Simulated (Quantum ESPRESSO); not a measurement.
**LaTa (Pm-3m): from the cell to the phonon bands**

How does LaTa (Pm-3m) vibrate, and is this structure a minimum?

Method: DFT LDA, scalar-relativistic, plane waves, GBRV ultrasoft pseudopotentials, in Quantum ESPRESSO 7.5.

Most raw output is cut from this account.

The structure was built from a prototype and need not be the compound's stable phase.

### Step 1. The structure

The structure is cubic, space group Pm-3m (No. 221). Conventional cell: a = 3.738 Å, b = 3.738 Å, c = 3.738 Å, α = 90.00°, β = 90.00°, γ = 90.00°. Nearest to La lie 8 Ta at 3.24 Å. Nearest to Ta lie 8 La at 3.24 Å. Farther neighbours are not listed.

### Step 2. A probe with smearing

Before anything dear is run, a loose run with smearing shows whether this is a metal and how far the cell is from rest.

probe.in

```
&control
   calculation = 'scf'
   prefix = 'x'
   outdir = './tmp'
   pseudo_dir = './pseudo'
   tprnfor = .true.
   tstress = .true.
   verbosity = 'high'
/
&system
   ibrav = 0
   nat = 2
   ntyp = 2
   ecutwfc = 40.0
   ecutrho = 240.0
   occupations = 'smearing'
   smearing = 'gaussian'
   degauss = 0.01
/
&electrons
   conv_thr = 1.0d-07
   mixing_beta = 0.7
   electron_maxstep = 100
/
ATOMIC_SPECIES
 La    138.9055  La.upf
 Ta    180.9479  Ta.upf
CELL_PARAMETERS angstrom
     3.738483180    0.000000000    0.000000000
     0.000000000    3.738483180    0.000000000
     0.000000000    0.000000000    3.738483180
ATOMIC_POSITIONS crystal
 La     0.000000000   0.000000000   0.000000000
 Ta     0.500000000   0.500000000   0.500000000
K_POINTS automatic
 6 6 6 0 0 0
```

On the command line:

```console
> OMP_NUM_THREADS=1 mpirun -n 4 pw.x -nk 4 -in probe.in > probe.out
```

Run time: 6.1 s. Hardware: 4 MPI ranks of Arm Neoverse V1, shared host; 24 s of CPU time.

Numbers from this step:

- volume per atom: 26.12 Å³
- pressure: -9.412 GPa
- gap on the k-mesh: 0 eV

No gap opens on this mesh, so smearing is kept; the start stands at -9.4 GPa.

### Step 3. Relaxing the cell and atoms

Frequencies change by per cents with a per cent of volume, so the structure is first brought to rest at this level of theory.

relax.in

```
&control
   calculation = 'vc-relax'
   prefix = 'x'
   outdir = './tmp'
   pseudo_dir = './pseudo'
   tprnfor = .true.
   tstress = .true.
   forc_conv_thr = 2.0d-05
   etot_conv_thr = 1.0d-07
   nstep = 40
/
&system
   ibrav = 0
   nat = 2
   ntyp = 2
   ecutwfc = 40.0
   ecutrho = 240.0
   occupations = 'smearing'
   smearing = 'gaussian'
   degauss = 0.02
/
&electrons
   conv_thr = 1.0d-11
   mixing_beta = 0.7
   electron_maxstep = 100
/
&ions
/
&cell
   press_conv_thr = 0.2
/
ATOMIC_SPECIES
 La    138.9055  La.upf
 Ta    180.9479  Ta.upf
CELL_PARAMETERS angstrom
     3.738483180    0.000000000    0.000000000
     0.000000000    3.738483180    0.000000000
     0.000000000    0.000000000    3.738483180
ATOMIC_POSITIONS crystal
 La     0.000000000   0.000000000   0.000000000
 Ta     0.500000000   0.500000000   0.500000000
K_POINTS automatic
 8 8 8 0 0 0
```

On the command line:

```console
> OMP_NUM_THREADS=1 mpirun -n 4 pw.x -nk 4 -in relax.in > relax.out
```

Run time: 72 s. Hardware: 4 MPI ranks; 4.8 min of CPU time.

Relaxation path:

| step | energy less that of the first step (eV) | largest force (eV/Å) | pressure (GPa) | volume (Å³) |
| --- | --- | --- | --- | --- |
| 1 | 0.0000 | 0.0000 | -8.55 | 52.25 |
| 2 | -0.1029 | 0.0000 | -6.07 | 50.01 |
| 3 | -0.1795 | 0.0000 | -1.27 | 46.76 |
| 4 | -0.1821 | 0.0000 | 0.17 | 45.97 |
| 5 | -0.1822 | 0.0000 | 0.00 | 46.06 |
| 6 | -0.1822 | 0.0000 | 0.00 | 46.06 |
| 7 | -0.1584 | 0.0000 | -0.25 | 46.06 |

| conventional cell, symmetrised | before | after | change |
| --- | --- | --- | --- |
| a (Å) | 3.738 | 3.585 | -4.1 % |
| b (Å) | 3.738 | 3.585 | -4.1 % |
| c (Å) | 3.738 | 3.585 | -4.1 % |
| volume (Å³/atom) | 26.12 | 23.03 | -11.9 % |

The relaxed structure:

```
La Ta
1.0
     3.58454    0.00000    0.00000
     0.00000    3.58454    0.00000
     0.00000    0.00000    3.58454
La Ta
1 1
Direct
  0.00000 0.00000 0.00000
  0.50000 0.50000 0.50000
```

The last row of the table of steps is pw.x's closing run on a basis chosen anew for the final cell, so its energy can jump.

Read from the output:

```yaml
volume_per_atom: 23.03 Å³
pressure: -0.25 GPa
```

The volume changes by -11.9 % from the cell with which this run began.

### Step 4. Relaxation

A variable-cell run keeps the plane waves of its start, so its end shows a stress on a fresh basis; a second run from that cell removes it.

Edit relax.in of step 3 so:

```diff
@@ -35,5 +35,5 @@
 CELL_PARAMETERS angstrom
-     3.738483180    0.000000000    0.000000000
-     0.000000000    3.738483180    0.000000000
-     0.000000000    0.000000000    3.738483180
+     3.584542882    0.000000000    0.000000000
+     0.000000000    3.584542882    0.000000000
+     0.000000000    0.000000000    3.584542882
 ATOMIC_POSITIONS crystal
```

Run time: 59 s. Hardware: 4 MPI ranks.

The run stopped without converging: the BFGS search stopped short of its thresholds.

### Step 5. Self-consistent run for the response

Perturbation theory inherits every error of the wavefunctions, so the threshold is set near the limit of the arithmetic. Smearing stays on, as the first look found no gap above 0.3 eV.

scf.in, as its differences from relax.in of step 4:

```diff
@@ -1,3 +1,3 @@
 &control
-   calculation = 'vc-relax'
+   calculation = 'scf'
    prefix = 'x'
@@ -7,5 +7,2 @@
    tstress = .true.
-   forc_conv_thr = 2.0d-05
-   etot_conv_thr = 1.0d-07
-   nstep = 40
 /
@@ -22,10 +19,5 @@
 &electrons
-   conv_thr = 1.0d-11
+   conv_thr = 1.0d-12
    mixing_beta = 0.7
    electron_maxstep = 100
-/
-&ions
-/
-&cell
-   press_conv_thr = 0.2
 /
```

On the command line:

```console
> OMP_NUM_THREADS=1 mpirun -n 4 pw.x -nk 4 -in scf.in > scf.out
```

The job ended after 13 s (4 MPI ranks; 50 s of CPU time).

The cell stands at -0.25 GPa, close enough for stiff modes, while soft ones can move.

### Step 6. Linear response on the mesh

Linear response treats each wavevector in the unit cell, with no supercell; the 2×2×2 mesh fixes the range of the force constants to be had.

ph.in

```
phonons
&inputph
   prefix = 'x'
   outdir = './tmp'
   fildyn = 'x.dyn'
   tr2_ph = 1.0d-18
   alpha_mix(1) = 0.4
   nmix_ph = 8
   ldisp = .true.
   nq1 = 2
   nq2 = 2
   nq3 = 2
/
```

On the command line:

```console
> OMP_NUM_THREADS=1 mpirun -n 4 ph.x -nk 4 -in ph.in > ph.out
```

Run time: 11 min. Hardware: 4 MPI ranks; 44 min of CPU time.

Read from the output:

| Property | Result |
| --- | --- |
| largest acoustic frequency at the zone centre before the sum rule | -5.8 cm⁻¹ |
| highest optical zone-centre mode (no LO-TO term) | 120.2 cm⁻¹ |
| lowest optical zone-centre mode | 120.2 cm⁻¹ |
| lowest mode on the q mesh (acoustic ones at the zone centre apart) | -90.08 cm⁻¹ |

Frequencies (cm⁻¹) at each irreducible wavevector; negative means imaginary. Frequencies by wavevector:

| q (fractions) | star | mode 1 | mode 2 | mode 3 | mode 4 | mode 5 | mode 6 |
| --- | --- | --- | --- | --- | --- | --- | --- |
| 0 0 0 | 1 | -5.8 | -5.8 | -5.8 | 120.2 | 120.2 | 120.2 |
| 0 0 -0.5 | 3 | -60.82 | 39.68 | 39.68 | 84.91 | 84.91 | 138.8 |
| 0 -0.5 -0.5 | 3 | -90.08 | -90.08 | -41.62 | 82.56 | 130.2 | 130.2 |
| -0.5 -0.5 -0.5 | 1 | -48.1 | -48.1 | -48.1 | 118.3 | 118.3 | 118.3 |

The acoustic modes at Γ come out as far as 5.8 cm⁻¹ from zero, where they should vanish, a small numerical error.

### Step 7. Fourier transform to real space

The dynamical matrices of the mesh are Fourier-transformed to force constants in real space.

q2r.in

```
&input
   fildyn = 'x.dyn'
   zasr = 'simple'
   flfrc = 'x.fc'
/
```

On the command line:

```console
> q2r.x < q2r.in > q2r.out
```

It took 0.46 s on 1 thread.

### Step 8. Dispersion

From the force constants any wavevector is cheap; points of the mesh come back as solved, but for the sum rule and, in polar crystals, the LO-TO term at Γ; the rest is interpolation.

matdyn.in

```
&input
   asr = 'simple'
   flfrc = 'x.fc'
   flfrq = 'x.freq'
   flvec = 'x.modes'
   q_in_band_form = .true.
   q_in_cryst_coord = .true.
/
8
  0.0000000   0.0000000   0.0000000  12  ! GAMMA
  0.0000000   0.5000000   0.0000000  12  ! X
  0.5000000   0.5000000   0.0000000  12  ! M
  0.0000000   0.0000000   0.0000000  12  ! GAMMA
  0.5000000   0.5000000   0.5000000  12  ! R
  0.0000000   0.5000000   0.0000000   1  ! X
  0.5000000   0.5000000   0.5000000  12  ! R
  0.5000000   0.5000000   0.0000000   1  ! M
```

On the command line:

```console
> matdyn.x -in matdyn.in > matdyn.out
```

It took 0.46 s on 1 thread.

Numbers from this step:

* lowest frequency on the path: -89.90 cm⁻¹

Matdyn.x, sum rule simple. The phonon branches at the labelled points (cm⁻¹):

| point | branch 1 | branch 2 | branch 3 | branch 4 | branch 5 | branch 6 |
| --- | --- | --- | --- | --- | --- | --- |
| Γ | 0 | 0 | 0 | 120 | 120 | 120 |
| halfway | -22 | 20 | 20 | 106 | 106 | 125 |
| X | -60 | 40 | 40 | 85 | 85 | 139 |
| halfway | -79 | -58 | 53 | 65 | 112 | 135 |
| M | -90 | -90 | -41 | 83 | 130 | 130 |
| halfway | -59 | -23 | 32 | 91 | 112 | 124 |
| Γ | 0 | 0 | 0 | 120 | 120 | 120 |
| halfway | -46 | -46 | -25 | 105 | 112 | 112 |
| R | -48 | -48 | -48 | 118 | 118 | 118 |
| halfway | -78 | -35 | -5 | 93 | 101 | 131 |
| X | -60 | 40 | 40 | 85 | 85 | 139 |
| jump to R | -48 | -48 | -48 | 118 | 118 | 118 |
| halfway | -73 | -73 | 48 | 78 | 125 | 125 |
| M | -90 | -90 | -41 | 83 | 130 | 130 |

Lowest modes at the softest wavevector of the mesh; phase exp(i q.(R + tau)). The modes at q = (0.500, 0.000, 0.500) (shares of kinetic energy by element, %) (negative means imaginary):

| mode | frequency (cm⁻¹) | La % | Ta % |
| --- | --- | --- | --- |
| 1 | -90.1 | 7 | 93 |
| 2 | -90.1 | 7 | 93 |
| 3 | -41.6 | 100 | 0 |
| 4 | 82.6 | 0 | 100 |
| 5 | 130.2 | 93 | 7 |
| 6 | 130.2 | 93 | 7 |

Displacements in mode 1 (-90.1 cm⁻¹), the largest set to 1, in the home cell:
```
La1 -0.32  0.00  0.00
Ta2  0.00  0.00 -1.00
```

Displacements in mode 3 (-41.6 cm⁻¹), the largest set to 1, in the home cell:
```
La1 0.00 1.00 0.00
Ta2 0.00 0.00 0.00
```

Force constants by pair (phonopy on the run's constants); pairs near half the supercell's span include their periodic images. Pair force constants, by row:

| atom | neighbour | distance (Å) | third of the trace (eV/Å²) | along the pair's line (eV/Å²) |
| --- | --- | --- | --- | --- |
| La1 | itself | 0 | 5.391 | – |
| La1 | Ta | 3.104 | -0.5217 | -1.466 |
| La1 | La | 3.585 | -0.2634 | -2.728 |
| La1 | La | 5.069 | 0.0905 | 0.2957 |
| La1 | La | 6.209 | -0.6994 | -0.6994 |
| Ta2 | itself | 0 | -0.1991 | – |
| Ta2 | La | 3.104 | -0.5217 | -1.466 |
| Ta2 | Ta | 3.585 | 0.8597 | 2.9 |
| Ta2 | Ta | 5.069 | 0.5054 | 0.0699 |
| Ta2 | Ta | 6.209 | 0.2772 | 0.2772 |

Mode patterns, pair constants, displacements and means over the zone were worked out by phonopy from the force constants of q2r.x.

The path dips to 90i cm⁻¹.

### Step 9. Density of states

Sums over the zone need many more wavevectors than were solved, so the interpolation is sampled on a dense mesh.

matdyn.in

```
&input
   asr = 'simple'
   flfrc = 'x.fc'
   dos = .true.
   fldos = 'x.dos'
   nk1 = 13
   nk2 = 13
   nk3 = 13
   deltaE = 0.3
/
```

On the command line:

```console
> matdyn.x -in matdyn.in > matdyn.out
```

Elapsed: 4.6 s, on 1 thread.

Numbers from this step:

| Property | Result |
| --- | --- |
| share of modes beyond 3i cm⁻¹ on the dense interpolated mesh | 0.3171 |

The phonon density of states has structure finer than the step of the table below, so its rows give means over 5 cm⁻¹, whole bins alone (the curve runs from -89.2 to 137 cm⁻¹). Peaks (cm⁻¹: height): total -77.2: 0.0442, 35.3: 0.0468, 110.3: 0.0635, 129.8: 0.0820; La 38.3: 0.0110, 110.3: 0.0560, 129.8: 0.0762; Ta -77.2: 0.0408, 33.8: 0.0366, 72.8: 0.0184, 120.8: 0.00963.

Tetrahedra. Phonon density of states against wavenumber; means over each step; values in 1/cm⁻¹/cell:

| wavenumber (cm⁻¹) | total | La | Ta |
| --- | --- | --- | --- |
| -85 | 0.0165 | 0.00120 | 0.0153 |
| -80 | 0.0309 | 0.00234 | 0.0286 |
| -75 | 0.0432 | 0.00331 | 0.0399 |
| -70 | 0.0411 | 0.00303 | 0.0381 |
| -65 | 0.0377 | 0.00269 | 0.0350 |
| -60 | 0.0339 | 0.00242 | 0.0314 |
| -55 | 0.0299 | 0.00219 | 0.0277 |
| -50 | 0.0266 | 0.00211 | 0.0245 |
| -45 | 0.0191 | 0.00180 | 0.0173 |
| -40 | 0.0174 | 0.00169 | 0.0157 |
| -35 | 0.0160 | 0.00198 | 0.0140 |
| -30 | 0.0129 | 0.00204 | 0.0108 |
| -25 | 0.0118 | 0.00212 | 0.00969 |
| -20 | 0.0109 | 0.00189 | 0.00901 |
| -15 | 0.0102 | 0.00184 | 0.00833 |
| -10 | 0.0104 | 0.00208 | 0.00832 |
| -5 | 0.0103 | 0.00214 | 0.00813 |
| 0 | 0.0106 | 0.00235 | 0.00823 |
| 5 | 0.0112 | 0.00268 | 0.00848 |
| 10 | 0.0113 | 0.00280 | 0.00847 |
| 15 | 0.0116 | 0.00290 | 0.00868 |
| 20 | 0.0116 | 0.00290 | 0.00865 |
| 25 | 0.0131 | 0.00328 | 0.00981 |
| 30 | 0.0261 | 0.00578 | 0.0203 |
| 35 | 0.0448 | 0.00995 | 0.0348 |
| 40 | 0.0355 | 0.0105 | 0.0251 |
| 45 | 0.0244 | 0.00908 | 0.0153 |
| 50 | 0.0154 | 0.00615 | 0.00924 |
| 55 | 0.00273 | 0.00106 | 0.00167 |
| 60 | 0 | 0 | 0 |
| 65 | 0.00455 | 0.00154 | 0.00301 |
| 70 | 0.0225 | 0.00822 | 0.0143 |
| 75 | 0.0282 | 0.0125 | 0.0158 |
| 80 | 0.0242 | 0.0168 | 0.00743 |
| 85 | 0.0258 | 0.0220 | 0.00376 |
| 90 | 0.0296 | 0.0256 | 0.00394 |
| 95 | 0.0352 | 0.0307 | 0.00451 |
| 100 | 0.0410 | 0.0360 | 0.00502 |
| 105 | 0.0436 | 0.0379 | 0.00568 |
| 110 | 0.0569 | 0.0498 | 0.00717 |
| 115 | 0.0446 | 0.0393 | 0.00529 |
| 120 | 0.0647 | 0.0569 | 0.00783 |
| 125 | 0.0711 | 0.0650 | 0.00614 |
| 130 | 0.0701 | 0.0652 | 0.00488 |

### Step 10. Zone-centre analysis

A rigid shift of the crystal must cost nothing, but grids and finite bases break this; the acoustic sum rule is imposed before the matrix is diagonalised again.

dynmat.in

```
&input
   fildyn = 'x.dyn1'
   asr = 'simple'
   fileig = 'dynmat.eig'
/
```

On the command line:

```console
> dynmat.x -in dynmat.in > dynmat.out
```

It took 0.45 s on 1 thread.

This step gave:

```yaml
highest_optical_zone_centre_mode_no_lo_to_term: 120.3 cm⁻¹
lowest_optical_zone_centre_mode: 120.3 cm⁻¹
```

Unit eigenvectors of the mass-weighted matrix after the sum rule; no LO-TO term. The modes at Γ (shares of kinetic energy by element, %):

| mode | frequency (cm⁻¹) | symmetry | La % | Ta % |
| --- | --- | --- | --- | --- |
| 1 | 0.0 | acoustic | 43 | 57 |
| 2 | 0.0 | acoustic | 43 | 57 |
| 3 | 0.0 | acoustic | 43 | 57 |
| 4 | 120.3 | T1u | 57 | 43 |
| 5 | 120.3 | T1u | 57 | 43 |
| 6 | 120.3 | T1u | 57 | 43 |

Displacements in mode 5 (120.3 cm⁻¹), the largest set to 1:
```
La1  0.00  0.00  1.00
Ta2  0.00  0.00 -0.77
```

The rule moves no optical mode by more than 0.2 cm⁻¹.

### Step 11. Sum rules set otherwise (asr crystal)

The rule can be imposed in more than one way; the choices should agree where the raw error is small.

dynmat.in

```
&input
   fildyn = 'x.dyn1'
   asr = 'crystal'
   fileig = 'dynmat.eig'
/
```

On the command line:

```console
> dynmat.x -in dynmat.in > dynmat.out
```

Run time: 0.45 s. Hardware: 1 thread.

This step gave:

* highest optical zone-centre mode (no LO-TO term): 120.2 cm⁻¹
* lowest optical zone-centre mode: 120.2 cm⁻¹

Zone-centre frequencies as printed; negative means imaginary. Modes:

| mode | frequency (cm⁻¹) |
| --- | --- |
| 1 | 0 |
| 2 | 0 |
| 3 | 0 |
| 4 | 120.2 |
| 5 | 120.2 |
| 6 | 120.2 |

Against the first rule no mode moves by more than 0.2 cm⁻¹.

### Step 12. Sum rules set otherwise: a sum rule for molecules or wires on a crystal

This rule also removes rotations, which suits molecules and not a crystal; it is tried to see the harm.

dynmat.in

```
&input
   fildyn = 'x.dyn1'
   asr = 'zero-dim'
   fileig = 'dynmat.eig'
/
```

On the command line:

```console
> dynmat.x -in dynmat.in > dynmat.out
```

The job ended after 0.45 s (1 thread).

The run ended normally, but on settings that are not sound.

The fault: a sum rule for molecules or wires on a crystal; 2 optical modes are projected out to zero frequency, as if they were rotations.

For a crystal the rule has to be 'simple' or 'crystal'.

Zone-centre frequencies as printed; negative means imaginary. Modes:

| mode | frequency (cm⁻¹) |
| --- | --- |
| 1 | 0 |
| 2 | 0 |
| 3 | 0 |
| 4 | 0 |
| 5 | 0 |
| 6 | 120.2 |

### Step 13. The dispersion under another sum rule (asr no)

The sum rule corrects the force constants themselves, so it can shift branches at any wavevector, low ones most.

matdyn.in

```
&input
   asr = 'no'
   flfrc = 'x.fc'
   flfrq = 'x.freq'
   flvec = 'x.modes'
   q_in_band_form = .true.
   q_in_cryst_coord = .true.
/
8
  0.0000000   0.0000000   0.0000000   8  ! GAMMA
  0.0000000   0.5000000   0.0000000   8  ! X
  0.5000000   0.5000000   0.0000000   8  ! M
  0.0000000   0.0000000   0.0000000   8  ! GAMMA
  0.5000000   0.5000000   0.5000000   8  ! R
  0.0000000   0.5000000   0.0000000   1  ! X
  0.5000000   0.5000000   0.5000000   8  ! R
  0.5000000   0.5000000   0.0000000   1  ! M
```

On the command line:

```console
> matdyn.x -in matdyn.in > matdyn.out
```

Wall time 0.46 s (1 thread).

Numbers from this step:

| Property | Result |
| --- | --- |
| lowest frequency on the path | -90.08 cm⁻¹ |

At the labelled points the branches move by no more than 5.9 cm⁻¹.

### Step 14. A changed mass

Force constants don't depend on the masses, so an isotope effect costs no new response.

matdyn.in

```
&input
   asr = 'simple'
   flfrc = 'x.fc'
   flfrq = 'x.freq'
   flvec = 'x.modes'
   q_in_band_form = .true.
   q_in_cryst_coord = .true.
   amass(1) = 277.811
   amass(2) = 180.948
/
8
  0.0000000   0.0000000   0.0000000   8  ! GAMMA
  0.0000000   0.5000000   0.0000000   8  ! X
  0.5000000   0.5000000   0.0000000   8  ! M
  0.0000000   0.0000000   0.0000000   8  ! GAMMA
  0.5000000   0.5000000   0.5000000   8  ! R
  0.0000000   0.5000000   0.0000000   1  ! X
  0.5000000   0.5000000   0.5000000   8  ! R
  0.5000000   0.5000000   0.0000000   1  ! M
```

On the command line:

```console
> matdyn.x -in matdyn.in > matdyn.out
```

Wall time 0.46 s (1 thread).

Numbers from this step:

```
lowest frequency on the path : -87.49 cm⁻¹
```

Matdyn.x, sum rule simple. Phonon branches along the path, in cm⁻¹:

| point | branch 1 | branch 2 | branch 3 | branch 4 | branch 5 | branch 6 |
| --- | --- | --- | --- | --- | --- | --- |
| Γ | 0 | 0 | 0 | 102 | 102 | 102 |
| halfway | -21 | 18 | 18 | 86 | 86 | 93 |
| X | -60 | 40 | 40 | 60 | 60 | 98 |
| halfway | -77 | -57 | 37 | 65 | 81 | 98 |
| M | -88 | -88 | -29 | 83 | 95 | 95 |
| halfway | -55 | -23 | 27 | 77 | 79 | 94 |
| Γ | 0 | 0 | 0 | 102 | 102 | 102 |
| halfway | -44 | -44 | -25 | 75 | 83 | 83 |
| R | -48 | -48 | -48 | 84 | 84 | 84 |
| halfway | -75 | -34 | -5 | 66 | 73 | 96 |
| X | -60 | 40 | 40 | 60 | 60 | 98 |
| jump to R | -48 | -48 | -48 | 84 | 84 | 84 |
| halfway | -72 | -72 | 48 | 56 | 90 | 90 |
| M | -88 | -88 | -29 | 83 | 95 | 95 |

The top of the path falls from 139 to 102 cm⁻¹, a ratio of 0.73; a mode of that atom alone would give 0.71.

### Step 15. Outcome

```yaml
space_group_after_relaxation: Pm-3m
volume_per_atom: 23.0 Å³
highest_optical_zone_centre_mode_no_lo_to_term: 120.3 cm⁻¹
q_mesh: 2×2×2
lowest_mode_on_the_q_mesh_acoustic_ones_at_the_zone_centre_apart: -90.1 cm⁻¹
imaginary_modes_on_the_q_mesh: yes
```

In words: LaTa (Pm-3m) is unstable: a mode solved on the 2×2×2 mesh is imaginary, 90i cm⁻¹; its spectrum reaches 139 cm⁻¹. At the LDA level the optical modes of LaTa (Pm-3m) at the zone centre lie at 120 cm⁻¹. The most unstable solved mode lies at q = (0, -0.5, -0.5), on the zone boundary, so the distortion that it points to doubles the cell. These are harmonic frequencies at zero temperature: anharmonic shifts and linewidths and thermal expansion are left out. Spin-orbit coupling is left out, which can matter for the heavy elements here. In a metal the frequencies hang on the k mesh and the smearing, most of all near Kohn anomalies. The q mesh stands for a supercell only 7.2 Å across, so branches between the solved wavevectors are rough. The structure is a hypothetical one, built on a prototype.

[Host names and launcher messages were left out of these logs when they were recorded.]

[Logs are printed without paths, hosts, clocks, repeated set-up lines and the standing remarks that a program may print on its own settings, such as how far it seeks lower states.]

[Hosts, paths, dates, database ids (printed as entryN), source tags and the programs' standing remarks are cut or masked in the printed files.]
